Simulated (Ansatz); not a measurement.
## KMgF3 (model cell, started as cubic perovskite with Mg in the octahedra): the cell at rest: relaxation

Ansatz 0.2.0; DFT PBEsol, scalar-relativistic, plane waves, PAW; PAW set soft_1.

It takes space group Pm-3m (No. 221, cubic). Conventional cell: a = 4.018 Å, b = 4.018 Å, c = 4.018 Å, α = 90.00°, β = 90.00°, γ = 90.00°. Nearest to K lie 12 F at 2.84 Å. Nearest to Mg lie 6 F at 2.01 Å. Nearest to F lie 2 Mg at 2.01 Å and 4 K at 2.84 Å. Farther neighbours and most contacts between anions are not listed.

The steps of the relaxation:

| step | energy less that of the first step (eV) | largest force component (eV/Å) | pressure (GPa) | volume (Å³) |
| --- | --- | --- | --- | --- |
| 1 | 0.0000 | 0.0000 | -1.34 | 64.87 |
| 2 | -0.0047 | 0.0000 | -0.72 | 64.32 |
| 3 | -0.0075 | 0.0000 | 0.02 | 63.68 |
| 4* | -0.0054 | 0.0000 | -0.06 | 63.68 |
| 5 | -0.0055 | 0.0000 | 0.00 | 63.63 |
| 6* | -0.0054 | 0.0000 | 0.00 | 63.63 |

Relaxation steps marked * repeat the geometry before them on a plane-wave basis chosen anew for their cell, so energy and pressure can jump there.

Forces are held to the 48 operations that the run works with; a distortion that breaks them can't arise in this run.

```
conventional cell, symmetrised  before  after  change
                         a (Å)   4.018  3.992  -0.6 %
                         b (Å)   4.018  3.992  -0.6 %
                         c (Å)   4.018  3.992  -0.6 %
              volume (Å³/atom)   12.97  12.73  -1.9 %
```

The relaxed structure:

```xyz
5
Lattice="3.9923 0.0000 0.0000 0.0000 3.9923 0.0000 0.0000 0.0000 3.9923" Properties=species:S:1:pos:R:3 pbc="T T T"
K     0.0000    0.0000    0.0000
Mg    1.9961    1.9961    1.9961
F     1.9961    1.9961    0.0000
F     1.9961    0.0000    1.9961
F     0.0000    1.9961    1.9961
```

This step gave:

```yaml
pressure: -0.002184 GPa
gap_on_the_k_mesh: 7.111 eV
volume_per_atom: 12.73 Å³
direct_gap_on_mesh: 7.434 eV
```

Valence density in the ac plane at fractional y = 0.500, with atoms of Mg and F within 0.2 Å of it. It is the smooth field of the valence electrons, not physical close to the nuclei.

Ten steps, logarithmic in the rise over the least value, from '_' (0 e/Å³) to '@' (26 e/Å³), each cell a mean:
```
________::++####**==..______
________..--++++==::..______
__________..::::::..________
::....______......______....
==--::..__..--==--..__..::==
##**--....==##%%##--..::==**
%%##==::..**@@@@%%==..::++##
##**==::..++%%@@##--..::++##
++==::..__::++**==..__..--++
::::..______......______..::
__________..::::....________
________..::====--::..______
________::==**##**--..______
________::++##%%##==::______
```
Columns run along a (4.0 Å), rows up along c (4.0 Å). Atoms in or near the plane, at fractional coordinates: Mg at (0.50, 0.50), F at (0.50, 0.00), F at (0.00, 0.50).

Electrostatic potential energy in the ac plane at fractional y = 0.500, with atoms of Mg and F within 0.2 Å of it. With pseudopotentials it is smooth inside the atoms' cores, unlike the true potential.

Ten even steps from '_' (-68 eV) to '@' (10 eV), each cell a mean:
```
@@@@@@@@@@**==--==##@@@@@@@@
@@@@@@@@@@%%**++**@@@@@@@@@@
@@@@@@@@@@@@@@%%@@@@@@@@@@@@
@@@@@@@@@@@@%%%%%%@@@@@@@@@@
##%%@@@@%%##++==**%%@@@@@@##
==++##@@%%==..__..**%%@@**==
--==**@@##::______==%%%%++--
--==##@@%%==____..++%%@@**==
++##@@@@%%**==::==##@@@@%%**
@@@@@@@@@@%%%%##%%%%@@@@@@@@
@@@@@@@@@@@@@@@@@@@@@@@@@@@@
@@@@@@@@@@@@##**##@@@@@@@@@@
@@@@@@@@@@##====++%%@@@@@@@@
@@@@@@@@@@++----==##@@@@@@@@
```
Columns run along a (4.0 Å; values clipped at the 3rd and 97th percentile), rows up along c (4.0 Å). Atoms in or near the plane, at fractional coordinates: Mg at (0.50, 0.50), F at (0.50, 0.00), F at (0.00, 0.50).

ELF in the ac plane at fractional y = 0.500, with atoms of Mg and F within 0.2 Å of it. It is the smooth field of the valence electrons, not physical close to the nuclei.

Ten even steps from '_' (0.01) to '@' (0.79), each cell a mean:
```
______==%%@@@@%%@@@@##::____
______::**@@@@@@@@%%++..____
--::____::**######==..__..::
##**--..__........____..++##
@@@@##--____::::::____==%%@@
%%@@@@++__::------::..##@@@@
**%%@@**..--::..--::..##@@%%
%%@@@@++..----::--::..##@@@@
@@@@%%==__..----::__..**@@@@
%%%%++..____....______::**%%
==--..__..==++**++--..__::==
______..++%%@@@@@@##--______
______--%%@@@@%%@@@@**::____
______==%%@@%%**%%@@##--____
```
Columns run along a (4.0 Å), rows up along c (4.0 Å). Atoms in or near the plane, at fractional coordinates: Mg at (0.50, 0.50), F at (0.50, 0.00), F at (0.00, 0.50).

Q: Write an input that reproduces this.

The system, level and task follow from the heading and the kind of results. Meshes, cutoffs and thresholds can't be read from the results; these are the ones that the run used.

input.yaml reads:

```yaml
crystal:
  lattice:
    - [4.018, 0.0, 0.0]
    - [0.0, 4.018, 0.0]
    - [0.0, 0.0, 4.018]
  atoms:
    - { symbol: K, position: [0.0, 0.0, 0.0] }
    - { symbol: Mg, position: [0.5, 0.5, 0.5] }
    - { symbol: F, position: [0.5, 0.5, 0.0] }
    - { symbol: F, position: [0.5, 0.0, 0.5] }
    - { symbol: F, position: [0.0, 0.5, 0.5] }
kpoints:
  mp_grid: { grid: [6, 6, 6] }
hamiltonian:
  xc: pbesol
  pseudopotentials: { kind: paw, azcp: { folder: soft_1 }, xc_functional: pbe }
scf:
  occupations: { method: gaussian, width: 0.02 }
output:
  forces: true
  stress: true
  eigenvalues: true
  write_density: true
  write_potential: true
  elf: true
  volumetric_format: npy
relax:
  adjacent_minimum: "off"
  f_tol: 0.005
  max_steps: 80
  cell: { stress_tol: 0.05 }
```

Command:

```console
$ ansatz run input.yaml --threads 4 --pin off --max-ram 16384MiB --backend cpu --events-out ev --progress --plain --runs-dir out
```

[Logs are printed without paths, hosts, clocks, repeated set-up lines and the standing remarks that a program may print on its own settings, such as how far it seeks lower states.]

[Hosts, paths, dates, database ids (printed as entryN), source tags and the programs' standing remarks are cut or masked in the printed files.]
